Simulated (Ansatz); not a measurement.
## NaCdCl3 (model cell, started as cubic perovskite with Cd in the octahedra): the cell at rest

Aim: bring NaCdCl3 (model cell, started as cubic perovskite with Cd in the octahedra) to small forces and stress, as phonons need.

Calculated with Ansatz 0.2.0; DFT r2SCAN, scalar-relativistic, plane waves, PAW; PAW set soft_1.

The structure was built from a prototype and need not be the compound's stable phase.

**1. Starting point**

It takes space group Pm-3m (No. 221, cubic). The conventional cell has a = 5.410 Å, b = 5.410 Å, c = 5.410 Å, α = 90.00°, β = 90.00°, γ = 90.00°. Na has 12 Cl at 3.83 Å nearest. Nearest to Cd lie 6 Cl at 2.70 Å. Nearest to Cl lie 2 Cd at 2.70 Å. Farther neighbours and most contacts between anions are not listed.

**2. Probe on a coarse mesh**

First a cheap look: the gap decides the mesh and the occupations, the pressure tells how far the cell has to move.

input.yaml reads:

```yaml
crystal:
  lattice:
    - [5.4096, 0.0, 0.0]
    - [0.0, 5.4096, 0.0]
    - [0.0, 0.0, 5.4096]
  atoms:
    - { symbol: Na, position: [0.0, 0.0, 0.0] }
    - { symbol: Cd, position: [0.5, 0.5, 0.5] }
    - { symbol: Cl, position: [0.5, 0.5, 0.0] }
    - { symbol: Cl, position: [0.5, 0.0, 0.5] }
    - { symbol: Cl, position: [0.0, 0.5, 0.5] }
kpoints:
  mp_grid: { grid: [4, 4, 4] }
hamiltonian:
  xc: r2scan
  pseudopotentials: { kind: paw, azcp: { folder: soft_1 } }
scf:
  occupations: { method: gaussian, width: 0.1 }
output:
  forces: true
  stress: true
  eigenvalues: true
```

Run with:

```
$ ansatz run input.yaml --threads 4 --pin off --max-ram 16384MiB --backend cpu --events-out ev --progress --plain --runs-dir out
```

Numbers of over 12 decimals in the logs are rounded to 6 here.

Output:

```text
Engine: ansatz 0.2.0, aarch64-unknown-linux-gnu
Pseudopotentials: kind: paw
Pseudopotential: Na, paw, valence charge 9, recommended cutoff 500 eV (meta_gga), soft_1/Na.paw.azcp
Pseudopotential: Cd, paw, valence charge 20, recommended cutoff 500 eV (meta_gga), soft_1/Cd.paw.azcp
Pseudopotential: Cl, paw, valence charge 7, recommended cutoff 500 eV (meta_gga), soft_1/Cl.paw.azcp
Functional definition: r2SCAN
[...]
P = ⅓ Tr σ = -3.4895 GPa (-34.895 kbar)
--- Band table (eV; the first three rows and the last of 10) ---
  k-point 0: bands = [... 21 lower, 0.0233, 0.1053, 0.1053, 0.1053, 2.8299, 5.3401, 9.3189, 9.3189]
  k-point 1: bands = [... 21 lower, -0.0362, -0.0318, 0.0820, 0.0820, 3.8266, 5.8406, 8.6683, 9.8906]
  k-point 2: bands = [... 21 lower, -0.1261, -0.0853, 0.0795, 0.0795, 5.0933, 6.7197, 7.6454, 9.5270]
  k-point 9: bands = [... 21 lower, 0.5170, 0.5255, 0.5255, 0.5255, 6.2950, 7.6503, 7.6503, 7.6503]
[key lines of the parts left out:]
SCF converged after 8 iterations
Free energy (F): -13014.642718 eV
Fermi energy:    1.682052 eV
```

Run time: 1.9 s. Hardware: 4 threads of Arm Neoverse V2, shared host; peak memory 0.68 GiB; 7.1 s of CPU time.

A gap read on the k-mesh alone can miss the band edges.

Numbers from this step:

```yaml
pressure: -3.489 GPa
gap_on_the_k_mesh: 2.304 eV
volume_per_atom: 31.66 Å³
direct_gap_on_mesh: 2.725 eV
```

The coarse mesh shows a gap of 2.30 eV and a pressure of -3.5 GPa.

**3. Bringing the structure to rest**

The cell and atoms are relaxed, since residual forces and stress would shift the frequencies.

Edit input.yaml of step 2 so:

```diff
@@ -17,3 +17,3 @@
 scf:
-  occupations: { method: gaussian, width: 0.1 }
+  occupations: { method: gaussian, width: 0.02 }
 output:
@@ -22 +22,6 @@
   eigenvalues: true
+relax:
+  adjacent_minimum: "off"
+  f_tol: 0.005
+  max_steps: 80
+  cell: { stress_tol: 0.05 }
```

Output:

```text
[...]
Crystal: 5 atoms, lattice volume = 158.305 Å³
Basis set: ecut = 500 eV, 3959 PW (Γ), exchange–correlation on 160×160×160 points (64 copies of the dense FFT grid, shifted against one another)
Bands: 30, of which v1, the nominal top of the filled ones, is band 25 counted from 1 (24 counted from 0)
Symmetry: 48 space group operations
[...]
k-points: 10 of 64
[...]
SCF iter   1: F=—  HF=-13016.570281 eV  |F-HF|=—  |Δ(HF+E_count)|=         —  Δρ=6.31e-2  dr2=5.44e0  dr2_τ=1.58e-2  ethr=3.10e-3  ⟨swp⟩=8.1  Hψ=1399  notcnv=0
[...]
SCF iter   8: F=-13014.642718 eV  HF=-13014.642718 eV  |F-HF|=4.45e-9  |Δ(HF+E_count)|=   1.89e-7  Δρ=2.67e-6  dr2=1.88e-8  dr2_τ=7.92e-10  ethr=2.00e-10  ⟨swp⟩=13.7  Hψ=1573  notcnv=0
SCF 1 converged in 8 iterations: F = -13014.642718 eV  dr2 = 1.88e-8
[...]
relax step   1: F+E_penalty+E_count = -13014.64271837 eV  Δ(F+E_penalty+E_count) = +0.000e0 eV  max|allowed force component| = 4.547e-28 eV/Å  Δτ_max = 0.0000 Å  P = -3.489 GPa  Ω = 158.305 Å³  (8 SCF iters, dr2 threshold 1.00e-7 eV, accepted)
Crystal: 5 atoms, lattice volume = 145.101 Å³
Basis set: ecut = 500 eV, 3743 PW (Γ), exchange–correlation on 160×160×160 points (64 copies of the dense FFT grid, shifted against one another)
[...]
iter 1 solved again at ethr=7.20e-5 eV; its pass at ethr=3.10e-3 eV (dr2=3.60e-2 eV) is discarded
[...]
SCF iter   7: F=-13014.859529 eV  HF=-13014.859529 eV  |F-HF|=4.52e-8  |Δ(HF+E_count)|=   3.05e-7  Δρ=6.71e-6  dr2=4.65e-8  dr2_τ=2.33e-9  ethr=1.00e-9  ⟨swp⟩=10.6  Hψ=1502  notcnv=0
SCF 2 converged in 7 iterations: F = -13014.859529 eV  dr2 = 4.65e-8
[...]
relax step   2: F+E_penalty+E_count = -13014.85952891 eV  Δ(F+E_penalty+E_count) = -2.168e-1 eV  max|allowed force component| = 3.779e-29 eV/Å  Δτ_max = 0.0000 Å  P = -1.546 GPa  Ω = 145.101 Å³  energy of the carried Pulay correction = +1.861e-3 eV  (7 SCF iters, dr2 threshold 5.00e-7 eV, accepted)
Crystal: 5 atoms, lattice volume = 136.080 Å³
Basis set: ecut = 500 eV, 3407 PW (Γ), exchange–correlation on 160×160×160 points (64 copies of the dense FFT grid, shifted against one another)
[...]
SCF iter   6: F=-13014.892538 eV  HF=-13014.892538 eV  |F-HF|=1.64e-7  |Δ(HF+E_count)|=   4.37e-6  Δρ=1.73e-5  dr2=4.39e-7  dr2_τ=2.94e-8  ethr=1.00e-9  ⟨swp⟩=9.2  Hψ=1659  notcnv=0
SCF 3 converged in 6 iterations: F = -13014.892538 eV  dr2 = 4.39e-7
relax step   3: F+E_penalty+E_count = -13014.89253784 eV  Δ(F+E_penalty+E_count) = -3.301e-2 eV  max|allowed force component| = 1.238e-29 eV/Å  Δτ_max = 0.0000 Å  P = +0.554 GPa  Ω = 136.080 Å³  energy of the carried Pulay correction = +3.229e-3 eV  (6 SCF iters, dr2 threshold 5.00e-7 eV, accepted)
[...]
relax step   4: F+E_penalty+E_count = -13014.89567893 eV  Δ(F+E_penalty+E_count) = -3.141e-3 eV  max|allowed force component| = 1.004e-28 eV/Å  Δτ_max = 0.0000 Å  P = -0.051 GPa  Ω = 138.348 Å³  energy of the carried Pulay correction = +2.877e-3 eV  (5 SCF iters, dr2 threshold 5.00e-7 eV, accepted)
[...]
relax step   5: F+E_penalty+E_count = -13014.89574026 eV  Δ(F+E_penalty+E_count) = -6.133e-5 eV  max|allowed force component| = 9.152e-30 eV/Å  Δτ_max = 0.0000 Å  P = -0.002 GPa  Ω = 138.156 Å³  energy of the carried Pulay correction = +2.907e-3 eV  (5 SCF iters, dr2 threshold 6.41e-9 eV, accepted)
[...]
SCF iter   6: F=-13014.893340 eV  HF=-13014.893340 eV  |F-HF|=1.82e-12  |Δ(HF+E_count)|=  3.46e-11  Δρ=1.24e-7  dr2=1.61e-11  dr2_τ=6.32e-13  ethr=1.00e-12  ⟨swp⟩=5.6  Hψ=1187  notcnv=0
SCF 6 converged in 6 iterations: F = -13014.893340 eV  dr2 = 1.61e-11
relax step   6: F+E_penalty+E_count = -13014.89333970 eV  Δ(F+E_penalty+E_count) = +2.401e-3 eV  max|allowed force component| = 1.024e-29 eV/Å  Δτ_max = 0.0000 Å  P = -0.008 GPa  Ω = 138.156 Å³  stress off target by 8.07e-3 GPa  SCF on the basis re-selected at this cell (its energy is not comparable with the rows above)  (6 SCF iters)
basis re-selected at this cell: Δ(F+E_penalty+E_count) = +2.401e-3 eV, ΔP = -0.007 GPa vs the last step (what re-selecting the basis moved, of the pressure what is left beyond the Pulay correction that the steps carried, after the strain that the cell walked since its last selection, with what the two solves' SCF thresholds leave and, on support functions, any second-order correction that the steps lacked; it is no m [...]
SCF converged after 6 iterations
Free energy (F): -13014.893340 eV
[...]
Internal energy: -13014.893340 eV  (E = F + TS)
E sigma→0 (E₀):  -13014.893340 eV
Fermi energy:    3.228436 eV
[...]
--- Stress (GPa, compression-positive) ---
       -0.008066       0.000000       0.000000
        0.000000      -0.008066       0.000000
        0.000000       0.000000      -0.008066
  P = ⅓ Tr σ = -0.0081 GPa (-0.081 kbar)
--- Band table (eV; the first three rows and the last of 10) ---
  k-point 0: bands = [... 21 lower, 0.9714, 1.1072, 1.1072, 1.1072, 4.5246, 6.4476, 10.4231, 10.4231, ... 1 higher]
  k-point 1: bands = [... 21 lower, 0.9107, 0.9107, 1.0713, 1.0713, 5.6232, 7.0439, 9.9481, 11.0913, ... 1 higher]
  k-point 2: bands = [... 21 lower, 0.8115, 0.8184, 1.0619, 1.0619, 7.1375, 8.1625, 8.8280, 11.2378, ... 1 higher]
  k-point 9: bands = [... 21 lower, 1.6157, 1.6157, 1.9322, 1.9322, 7.3886, 9.0813, 9.0813, 9.0813, ... 1 higher]
--- Relaxed structure (5 steps of the walk, 5 accepted, 1 SCFs on fresh bases) ---
  F+E_penalty+E_count = -13014.89333970 eV   max|allowed force component| = 1.024e-29 eV/Å   (the final SCF, on the basis selected at the relaxed cell)
  cell:  # Å, volume = 138.1556 Å³
    - [5.169591, 0, 0]
    - [0, 5.169591, 0]
    - [0, 0, 5.169591]
  atoms:
    - { symbol: Na, position: [0, 0, 0] }
    - { symbol: Cd, position: [0.5, 0.5, 0.500000] }
    - { symbol: Cl, position: [0.5, 0.5, 0] }
    - { symbol: Cl, position: [0.5, 0, 0.500000] }
    - { symbol: Cl, position: [0, 0.5, 0.500000] }
```

Wall time 10 s (4 threads); peak memory 0.69 GiB.

The steps of the relaxation:

| step | energy less that of the first step (eV) | largest force component (eV/Å) | pressure (GPa) | volume (Å³) |
| --- | --- | --- | --- | --- |
| 1 | 0.0000 | 0.0000 | -3.49 | 158.31 |
| 2 | -0.2168 | 0.0000 | -1.55 | 145.10 |
| 3 | -0.2498 | 0.0000 | 0.55 | 136.08 |
| 4 | -0.2530 | 0.0000 | -0.05 | 138.35 |
| 5 | -0.2530 | 0.0000 | 0.00 | 138.16 |
| 6* | -0.2506 | 0.0000 | -0.01 | 138.16 |

Relaxation steps marked * repeat the geometry before them on a plane-wave basis chosen anew for their cell, so energy and pressure can jump there.

Forces are held to the 48 operations that the run works with; a distortion that breaks them can't arise in this run.

| conventional cell, symmetrised | before | after | change |
| --- | --- | --- | --- |
| a (Å) | 5.410 | 5.170 | -4.4 % |
| b (Å) | 5.410 | 5.170 | -4.4 % |
| c (Å) | 5.410 | 5.170 | -4.4 % |
| volume (Å³/atom) | 31.66 | 27.63 | -12.7 % |

The relaxed structure:

```xyz
5
Lattice="5.1696 0.0000 0.0000 0.0000 5.1696 0.0000 0.0000 0.0000 5.1696" Properties=species:S:1:pos:R:3 pbc="T T T"
Na    0.0000    0.0000    0.0000
Cd    2.5848    2.5848    2.5848
Cl    2.5848    2.5848    0.0000
Cl    2.5848    0.0000    2.5848
Cl    0.0000    2.5848    2.5848
```

This step gave:

| Quantity | Value |
| --- | --- |
| pressure | -0.008066 GPa |
| gap on the k-mesh | 2.592 eV |
| volume per atom | 27.63 Å³ |
| direct gap on mesh | 3.417 eV |

In this step the volume went from 31.66 to 27.63 Å³/atom.

**4. Relaxation**

The relaxation is repeated from its end on the same settings, as a check that it has come to rest.

Edit input.yaml of step 3 so:

```diff
@@ -2,5 +2,5 @@
   lattice:
-    - [5.4096, 0.0, 0.0]
-    - [0.0, 5.4096, 0.0]
-    - [0.0, 0.0, 5.4096]
+    - [5.169590516, 0.0, 0.0]
+    - [0.0, 5.169590516, 0.0]
+    - [0.0, 0.0, 5.169590516]
   atoms:
@@ -22,2 +22,6 @@
   eigenvalues: true
+  write_density: true
+  write_potential: true
+  elf: true
+  volumetric_format: npy
 relax:
```

Output:

```text
[...]
Crystal: 5 atoms, lattice volume = 138.156 Å³
Basis set: ecut = 500 eV, 3431 PW (Γ), exchange–correlation on 160×160×160 points (64 copies of the dense FFT grid, shifted against one another)
Bands: 30, of which v1, the nominal top of the filled ones, is band 25 counted from 1 (24 counted from 0)
[... 1 set-up line as in the run before ...]
[...]
k-points: 10 of 64
[...]
cell:  # Å, volume = 138.1556 Å³
    - [5.169590516, 0.0, 0.0]
    - [0.0, 5.169590516, 0.0]
    - [0.0, 0.0, 5.169590516]
  atoms:
    - { symbol: Na, position: [0.0, 0.0, 0.0] }
    - { symbol: Cd, position: [0.500000, 0.500000, 0.500000] }
    - { symbol: Cl, position: [0.500000, 0.500000, 0.0] }
    - { symbol: Cl, position: [0.500000, 0.0, 0.500000] }
    - { symbol: Cl, position: [0.0, 0.500000, 0.500000] }
[key lines of the parts left out:]
SCF converged after 6 iterations
Free energy (F): -13014.893340 eV
Fermi energy:    3.228433 eV
P = ⅓ Tr σ = -0.0081 GPa (-0.081 kbar)
```

It took 4 s on 4 threads; peak memory 0.69 GiB; 15 s of CPU time.

Little changed from the start: no atom moved by 0.005 Å and no cell edge by 0.1 %.

This step gave:

```
pressure : -0.008067 GPa
```

Electrostatic potential energy in the ac plane at fractional y = 0.500, with atoms of Cd and Cl within 0.2 Å of it. With pseudopotentials it is smooth inside the atoms' cores, unlike the true potential.

Ten even steps from '0' (-37 eV) to '9' (9 eV), each cell a mean:
```
99998300169999
99999732589999
99999987899999
99999887899999
57998654579986
02787422358851
00586310247720
01686321258830
25898533468973
89999866789998
99999988899999
99999865799999
99999510279999
99998200059999
```
Columns run along a (5.2 Å; values clipped at the 3rd and 97th percentile), rows up along c (5.2 Å). Atoms in or near the plane, at fractional coordinates: Cd at (0.50, 0.50), Cl at (0.50, 0.00), Cl at (0.00, 0.50).

Valence density in the ac plane at fractional y = 0.500, with atoms of Cd and Cl within 0.2 Å of it. It is the smooth field of the valence electrons, not physical close to the nuclei.

Ten steps, logarithmic in the rise over the least value, from '0' (0 e/Å³) to '9' (23 e/Å³), each cell a mean:
```
00002443431000
00001344321000
00000122210000
11000112100011
33111244310123
44312578631234
34322699842243
44322689741244
43211366521134
22100122210012
00000122110000
00001233310000
00002344431000
00002443431000
```
Columns run along a (5.2 Å), rows up along c (5.2 Å). Atoms in or near the plane, at fractional coordinates: Cd at (0.50, 0.50), Cl at (0.50, 0.00), Cl at (0.00, 0.50).

ELF in the ac plane at fractional y = 0.500, with atoms of Cd and Cl within 0.2 Å of it. It is the smooth field of the valence electrons, not physical close to the nuclei.

Ten even steps from '0' (0.01) to '9' (0.92), each cell a mean:
```
00168965897300
00037888985100
42003567641013
87300112110157
99720123211489
78831356421698
27841489632785
58841378521686
99831234311589
98510111100378
64101344320036
20015888873001
00048987897200
00269952798400
```
Columns run along a (5.2 Å), rows up along c (5.2 Å). Atoms in or near the plane, at fractional coordinates: Cd at (0.50, 0.50), Cl at (0.50, 0.00), Cl at (0.00, 0.50).

In this step the volume went from 27.63 to 27.63 Å³/atom.

**5. Relaxing to small forces for the phonons, k-mesh 4×4×4**

Phonons need a cell at rest on their own settings, so the relaxation is repeated with tight tolerances on forces and stress, using the mesh and the filling of the phonon run that follows.

input.yaml, the sections that differ from step 4:

```yaml
scf:
  occupations: { method: fixed }
output:
  forces: true
  stress: true
  eigenvalues: true
relax:
  adjacent_minimum: "off"
  f_tol: 0.001
  max_steps: 60
  cell: { stress_tol: 0.01 }
# crystal, kpoints, hamiltonian: as in step 4
```

Output:

```text
[...]
Crystal: 5 atoms, lattice volume = 138.156 Å³
Basis set: ecut = 500 eV, 3431 PW (Γ), exchange–correlation on 160×160×160 points (64 copies of the dense FFT grid, shifted against one another)
Bands: 30, of which v1, the nominal top of the filled ones, is band 25 counted from 1 (24 counted from 0)
[... 1 set-up line as in the run before ...]
[...]
k-points: 10 of 64
[...]
cell:  # Å, volume = 138.1556 Å³
    - [5.169590516, 0.0, 0.0]
    - [0.0, 5.169590516, 0.0]
    - [0.0, 0.0, 5.169590516]
  atoms:
    - { symbol: Na, position: [0.0, 0.0, 0.0] }
    - { symbol: Cd, position: [0.500000, 0.500000, 0.500000] }
    - { symbol: Cl, position: [0.500000, 0.500000, 0.0] }
    - { symbol: Cl, position: [0.500000, 0.0, 0.500000] }
    - { symbol: Cl, position: [0.0, 0.500000, 0.500000] }
[key lines of the parts left out:]
SCF converged after 6 iterations
Free energy (F): -13014.893340 eV
Fermi energy:    1.932148 eV
P = ⅓ Tr σ = -0.0081 GPa (-0.081 kbar)
```

Wall time 3.8 s (4 threads); peak memory 0.68 GiB.

Little changed from the start: no atom moved by 0.005 Å and no cell edge by 0.1 %.

The forces vanish by symmetry and the pressure is -0.008 GPa, within the tolerances set. The cell now holds 27.63 Å³/atom.

**6. Relaxing to small forces for the phonons, k-mesh 6×6×6**

The k mesh is raised to 6×6×6 since a zone-centre run on the first mesh warned that it was too coarse for the force constants, and the cell is relaxed again on it.

Edit input.yaml of step 5 so:

```diff
@@ -12,3 +12,3 @@
 kpoints:
-  mp_grid: { grid: [4, 4, 4] }
+  mp_grid: { grid: [6, 6, 6] }
 hamiltonian:
```

Output:

```text
[...]
Crystal: 5 atoms, lattice volume = 138.156 Å³
Basis set: ecut = 500 eV, 3431 PW (Γ), exchange–correlation on 160×160×160 points (64 copies of the dense FFT grid, shifted against one another)
Bands: 30, of which v1, the nominal top of the filled ones, is band 25 counted from 1 (24 counted from 0)
[... 1 set-up line as in the run before ...]
[...]
k-points: 20 of 216
[...]
cell:  # Å, volume = 138.1556 Å³
    - [5.169590516, 0.0, 0.0]
    - [0.0, 5.169590516, 0.0]
    - [0.0, 0.0, 5.169590516]
  atoms:
    - { symbol: Na, position: [0.0, 0.0, 0.0] }
    - { symbol: Cd, position: [0.500000, 0.500000, 0.500000] }
    - { symbol: Cl, position: [0.500000, 0.500000, 0.0] }
    - { symbol: Cl, position: [0.500000, 0.0, 0.500000] }
    - { symbol: Cl, position: [0.0, 0.500000, 0.500000] }
[key lines of the parts left out:]
SCF converged after 6 iterations
Free energy (F): -13014.893415 eV
Fermi energy:    1.932134 eV
P = ⅓ Tr σ = -0.0078 GPa (-0.078 kbar)
```

Run time: 6.3 s. Hardware: 4 threads; peak memory 0.73 GiB; 24 s of CPU time.

Little changed from the start: no atom moved by 0.005 Å and no cell edge by 0.1 %.

This step gave:

| Item | Value |
| --- | --- |
| pressure | -0.007790 GPa |
| gap on the k-mesh | 2.593 eV |
| direct gap on mesh | 3.418 eV |

The forces vanish by symmetry and the pressure is -0.008 GPa, within the tolerances set. The cell now holds 27.63 Å³/atom.

**7. Outcome**

| Property | Result |
| --- | --- |
| space group after relaxation (within 0.01 Å) | Pm-3m |
| lattice constant a | 5.170 Å |
| lattice constant b | 5.170 Å |
| lattice constant c | 5.170 Å |
| volume per atom | 27.6 Å³ |
| gap on the k-mesh | 2.59 eV |

The forces vanish by symmetry and the pressure is -0.008 GPa, within the tolerances set. The cell now holds 27.63 Å³/atom. The relaxation keeps the symmetry of its start, so it says nothing on stability against lower symmetry. The starting cell was built on a prototype and not taken from a measurement, so the phase need not exist.

[Logs are printed without paths, hosts, clocks, repeated set-up lines and the standing remarks that a program may print on its own settings, such as how far it seeks lower states.]

[Hosts, paths, dates, database ids (printed as entryN), source tags and the programs' standing remarks are cut or masked in the printed files.]
